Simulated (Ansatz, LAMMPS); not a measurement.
# Liquid (K,Li)2CO3 at 900 K (96 atoms) in motion

Wanted: a short trajectory of liquid (K,Li)2CO3 at 900 K (96 atoms) with its pair distributions.

Program: Ansatz 0.2.0. Level of theory: Kohn-Sham DFT, PBE, PAW (set soft_2), plane waves. Results are calculated unless marked as measured.

**1. The starting structure**

The cell holds 96 atoms: 16 C, 48 O, 12 K and 20 Li. Its edges and angles: a = 11.031 Å, b = 11.031 Å, c = 11.031 Å, α = 90.0°, β = 90.0°, γ = 90.0°. 12 K+, 20 Li+, 16 CO3 2- placed at random, at 1.94 g/cm³; overlaps pushed apart, then 10 ps at 1300 K with harmonic planar carbonate ions with charges +1 on C and -1 on O; Joung-Cheatham ions (J. Phys. Chem. B 112, 9020 (2008)); charges of ions scaled by 0.8. Snapshot after 20 ps at 900 K and fixed volume.

Before any run, some limits are plain. The network of bonds at the start is that of the classical potential that made the cell, and needn't be the one that DFT or experiment would give. Sampling is at Γ alone, for a cell whose shortest periodic width is 11 Å.

**2. Single point at the start**

A single point comes first, to see the forces before anything moves.

input.yaml reads:

```yaml
crystal:
  lattice:
    - [11.03082, 0.0, 0.0]
    - [0.0, 11.03082, 0.0]
    - [0.0, 0.0, 11.03082]
  atoms:
    - { symbol: C, position: [0.61675, 0.63059, 0.62191] }
    - { symbol: O, position: [0.66389, 0.53052, 0.61129] }
    - { symbol: O, position: [0.55863, 0.65839, 0.52445] }
    - { symbol: O, position: [0.64813, 0.69836, 0.70633] }
    [... 86 atom lines left out ...]
    - { symbol: Li, position: [0.80846, 0.75808, 0.03797] }
    - { symbol: Li, position: [0.91105, 0.1483, 0.5676] }
    - { symbol: Li, position: [0.65918, 0.26657, 0.37394] }
    - { symbol: Li, position: [0.59345, 0.96107, 0.17006] }
    - { symbol: Li, position: [0.70382, 0.52792, 0.78071] }
    - { symbol: Li, position: [0.54277, 0.47428, 0.46535] }
kpoints:
  mp_grid: { grid: [1, 1, 1] }
hamiltonian:
  xc: pbe
scf:
  occupations: { method: fermi_dirac, width: 0.078 }
output:
  forces: true
  stress: true
```

Command:

```
> ansatz run input.yaml --threads 4 --pin off --max-ram 8192MiB --backend cpu --events-out ev --progress --plain --runs-dir out
```

The job ended after 16 s (4 threads of Arm Neoverse V1, shared host; peak memory 1.6 GiB).

Numbers from this run:

```yaml
free_energy: -53836.1698 eV
free_energy_per_atom: -560.7934 eV/atom
scf_cycles: 9
pressure: 7.671 GPa
r_m_s_force_component: 2.284 eV/Å
longest_force: 10.5 eV/Å
fermi_energy: 4.523 eV
```

The r.m.s. force component of 2.3 eV/Å and the pressure of 7.7 GPa set the starting point.

Length of the force by element:

```csv
element,coordination,atoms,mean length of the force (eV/Å),spread,least,most
C,all,16,4.02,1.05,1.44,5.59
K,all,12,0.612,0.269,0.168,1.10
Li,all,20,0.655,0.246,0.163,1.03
O,all,48,4.35,2.51,0.519,10.5
```

**3. Dynamics started at 900 K**

Without a thermostat the total energy must stay constant, which tests forces and time step. The time step is 1.0 fs.

Changes to input.yaml since step 2:

```diff
@@ -16 +16,8 @@
   stress: true
+md:
+  timestep: 1.0
+  n_steps: 304
+  ensemble: nve
+  temperature: 900
+  initial_velocities: maxwell_boltzmann
+  seed: 2722
```

Elapsed: 42 min, on 4 threads; peak memory 1.8 GiB; 2.7 h of CPU time.

The program notes that the SCF threshold is loose for the stress and it switched symmetry off.

Rows from the run:

```csv
time (fs),T (K),potential (meV/atom),conserved (meV/atom)
0.0,900,0.0,0.00
20.0,942,-5.5,-0.08
41.0,1322,-54.4,-0.41
61.0,1247,-44.9,-0.43
81.0,888,1.5,-0.01
101.0,1122,-28.6,-0.16
122.0,1199,-38.5,-0.23
142.0,1209,-39.8,-0.29
162.0,1133,-30.0,-0.19
182.0,905,-0.7,-0.06
203.0,1084,-23.8,-0.27
223.0,1175,-35.4,-0.31
243.0,1082,-23.5,-0.17
263.0,1237,-43.2,-0.18
284.0,1218,-40.9,-0.23
304.0,1224,-41.9,-0.44
```

Mean square displacement from the first frame to the last: C 0.68 Å², O 0.98 Å², K 0.59 Å², Li 0.90 Å².

Table of mean square displacement by time lag:

```csv
time lag (fs),C (Å²),K (Å²),Li (Å²),O (Å²)
1.0,2.6e-4,6.7e-5,3.3e-4,2.0e-4
7.0,0.0108,0.00330,0.0158,0.00894
13.0,0.0256,0.0113,0.0515,0.0260
19.0,0.0337,0.0240,0.101,0.0445
26.0,0.0387,0.0442,0.166,0.0655
32.0,0.0467,0.0658,0.220,0.0861
38.0,0.0562,0.0909,0.267,0.112
45.0,0.0692,0.124,0.309,0.146
51.0,0.0878,0.155,0.335,0.178
57.0,0.111,0.188,0.352,0.209
63.0,0.130,0.223,0.363,0.242
70.0,0.140,0.265,0.371,0.283
76.0,0.150,0.301,0.376,0.318
82.0,0.167,0.338,0.381,0.348
89.0,0.190,0.381,0.389,0.378
95.0,0.207,0.417,0.396,0.402
101.0,0.224,0.453,0.406,0.429
107.0,0.239,0.486,0.418,0.461
114.0,0.253,0.524,0.436,0.496
120.0,0.263,0.553,0.453,0.521
126.0,0.279,0.581,0.472,0.543
133.0,0.304,0.611,0.495,0.568
139.0,0.323,0.634,0.515,0.592
145.0,0.337,0.655,0.535,0.615
152.0,0.351,0.675,0.556,0.640
```

Over the second half of 304 fs the temperature averages 1168 K with swings of 99 K r.m.s. The conserved energy stays within 0.68 meV/atom. From first frame to last O has the largest mean square displacement, 0.98 Å² at the end; the farthest move is 2.23 Å. The mean temperature of 1168 K lies well off the 900 K of the input: without a thermostat, the energy that the start releases heats the cell. The run spans 0.30 ps, too short for its means to be equilibrium values.

**4. Local order late in the run**

The g(r) is a mean over the second half.

Density 1.94 g/cm³, 13.98 Å³ an atom.

Mean of 14 frames. g(r), total and by pair (bins of 0.2 Å):

```csv
r (Å),total,O-O,O-Li,O-C,O-K,Li-Li,Li-C
1.10,0.10,0.00,0.00,0.61,0.00,0.00,0.00
1.30,2.90,0.00,0.00,17.35,0.00,0.00,0.00
1.50,0.25,0.00,0.03,1.49,0.00,0.00,0.00
1.70,0.28,0.00,1.35,0.00,0.00,0.00,0.00
1.90,0.80,0.00,3.83,0.00,0.00,0.00,0.06
2.10,1.01,1.12,3.29,0.00,0.00,0.08,0.57
2.30,1.32,2.94,1.71,0.00,0.28,0.29,2.65
2.50,0.69,0.35,0.76,0.00,1.76,0.88,2.62
2.70,0.76,0.22,0.58,0.07,2.23,1.25,3.09
2.90,0.96,0.75,0.61,0.20,2.10,1.83,2.59
3.10,0.97,1.10,0.63,0.32,1.24,1.64,2.29
3.30,1.00,1.16,0.80,0.59,1.00,1.35,1.04
3.50,1.08,1.15,1.02,0.90,0.92,1.55,0.59
3.70,1.12,1.01,1.32,1.33,0.75,1.02,0.28
3.90,1.08,1.01,1.20,1.45,0.77,0.90,0.15
4.10,1.02,0.95,1.01,1.60,0.83,0.92,0.26
4.30,0.98,0.84,0.82,1.39,1.16,0.65,0.46
4.50,0.97,0.86,0.83,1.18,1.23,0.69,0.58
4.70,0.97,1.06,0.85,0.93,1.08,0.81,0.68
4.90,0.99,1.08,0.82,0.97,0.96,0.87,1.09
5.10,0.96,1.16,0.90,0.92,0.89,0.98,0.96
5.30,1.00,1.19,0.90,0.93,0.90,1.12,1.08
```

**5. Single point at the last frame**

The last frame is solved again with fuller output, to read the electronic structure of a thermally displaced geometry.

input.yaml reads:

```yaml
crystal:
  lattice:
    - [11.03082, 0.0, 0.0]
    - [0.0, 11.03082, 0.0]
    - [0.0, 0.0, 11.03082]
  atoms:
    - { symbol: C, position: [0.56195, 0.57402, 0.60365] }
    - { symbol: O, position: [0.52217, 0.46309, 0.62779] }
    - { symbol: O, position: [0.56431, 0.59499, 0.48424] }
    - { symbol: O, position: [0.60138, 0.64309, 0.68832] }
    [... 86 atom lines left out ...]
    - { symbol: Li, position: [0.78288, 0.75222, 0.00427] }
    - { symbol: Li, position: [0.91636, 0.14162, 0.59325] }
    - { symbol: Li, position: [0.6464, 0.16441, 0.34017] }
    - { symbol: Li, position: [0.65644, 0.91055, 0.14327] }
    - { symbol: Li, position: [0.67336, 0.56178, 0.83737] }
    - { symbol: Li, position: [0.50577, 0.44652, 0.43869] }
kpoints:
  mp_grid: { grid: [1, 1, 1] }
hamiltonian:
  xc: pbe
scf:
  occupations: { method: fixed }
output:
  forces: true
  stress: true
  populations: true
  dos:
    method: { smearing: { sigma: 0.08 } }
    de: 0.1
    projected: { site_lists: { C: [C], K: [K], Li: [Li], O: [O] } }
  eigenvalues: true
  write_density: true
  write_potential: true
  volumetric_format: npy
  elf: true
```

Run time: 21 s. Hardware: 4 threads; peak memory 1.6 GiB.

Read from the output:

```
free energy                                      : -53840.1895 eV
free energy per atom                             : -560.8353 eV/atom
SCF cycles                                       : 9
pressure                                         : -0.1701 GPa
r.m.s. force component                           : 1.495 eV/Å
longest force                                    : 9.36 eV/Å
Fermi energy                                     : 2.66 eV
gap (highest filled to lowest empty level) : 3.161 eV
spilling of the projection                       : 0.008535
```

Length of the force by element:

```csv
element,coordination,atoms,mean length of the force (eV/Å),spread,least,most
C,all,16,3.74,1.29,1.94,5.77
K,all,12,0.803,0.557,0.0524,2.17
Li,all,20,0.946,0.361,0.495,1.72
O,all,48,2.34,1.44,0.543,9.36
```

Löwdin charges by element (they lack the spilled electrons, 0.046 e an atom on average):

```csv
element,coordination,atoms,mean charge (e),spread,least,most
C,all,16,0.627,0.0244,0.593,0.690
K,all,12,0.849,0.0109,0.831,0.867
Li,all,20,0.776,0.0129,0.756,0.799
O,all,48,-0.652,0.0494,-0.757,-0.539
```

States in the cell by windows of 1 eV, zero at the Fermi level; the larger projections on atomic orbitals stand beside the total:

```csv
from (eV),to (eV),total,O p,C p,O s,K p
-18,-17,10.1,0.2,2.2,7.5,0.0
-17,-14,0.0,0.0,0.0,0.0,0.0
-14,-13,12.2,0.1,0.0,0.0,12.0
-13,-12,44.5,0.6,0.1,0.1,43.4
-12,-11,15.3,0.2,0.0,0.0,15.0
-11,-9,0.0,0.0,0.0,0.0,0.0
-9,-8,14.3,7.8,0.1,3.9,0.1
-8,-7,17.8,9.7,0.2,4.9,0.2
-7,-6,54.1,34.4,12.0,5.6,0.4
-6,-5,40.0,25.1,9.9,3.7,0.2
-5,-4,1.8,1.1,0.7,0.0,0.0
-4,-3,7.5,6.9,0.0,0.0,0.0
-3,-2,67.0,63.8,0.2,0.2,0.2
-2,-1,57.5,55.7,0.2,0.1,0.1
-1,0,26.9,26.3,0.0,0.0,0.0
0,1,1.1,1.1,0.0,0.0,0.0
1,3,0.0,0.0,0.0,0.0,0.0
3,4,6.3,1.4,1.6,0.4,0.0
4,5,27.7,7.9,9.3,0.7,0.0
```

The curve was stored every 0.100 eV, coarse against its broadening of 0.08 eV, so these counts are rough.

With fixed occupations the program's Fermi level is the highest filled level; weight inside the gap is the broadening of levels at its edges.

Between -26 and -18 eV lie 86 more states.

The stored curve holds about 456 of the 520 electrons; the rest, give or take the few that broadening carries across the Fermi level, lie in deeper levels below its range.

The levels nearest the highest filled one (over half full), pooled over k-points and spins:

```csv
level less the highest filled one (eV),occupation
-0.413,2
-0.295,2
-0.228,2
-0.216,2
-0.0699,2
0,2
3.16,0
3.65,0
3.85,0
4.08,0
4.10,0
4.19,0
```

Mean Löwdin charges: C +0.63, K +0.85, Li +0.78, O -0.65 e (they miss 0.85 % of the electrons, so they add up to more than the cell's charge).

**6. Summary of results**

* mean temperature, second half: 1168 K
* temperature swing, second half: 99.44 K
* mean pressure, second half: 2.008 GPa
* slope of the conserved energy against time, by least squares: -0.0236 meV/atom/ps
* free energy per atom: -560.8353 eV/atom
* pressure: -0.1701 GPa
* r.m.s. force component: 1.495 eV/Å
* gap (highest filled to lowest empty level): 3.161 eV
* wall time of the 3 DFT runs: 43 min

What this shows: Over the second half of 304 fs the temperature averages 1168 K with swings of 99 K r.m.s. The conserved energy stays within 0.68 meV/atom. The mean temperature of 1168 K lies well off the 900 K of the input: without a thermostat, the energy that the start releases heats the cell. The run spans 0.30 ps, too short for its means to be equilibrium values. Filled and empty levels are parted by 3.16 eV (at Γ alone); a semilocal functional tends to put such gaps too low. In a disordered cell it changes from sample to sample and from frame to frame.

**Limits.** The pressure of a single frame lacks the kinetic term, about 1.2 GPa here.

[Logs are printed without paths, hosts, clocks, repeated set-up lines and the standing remarks that a program may print on its own settings, such as how far it seeks lower states.]

[Hosts, paths, dates, database ids (printed as entryN), source tags and the programs' standing remarks are cut or masked in the printed files.]
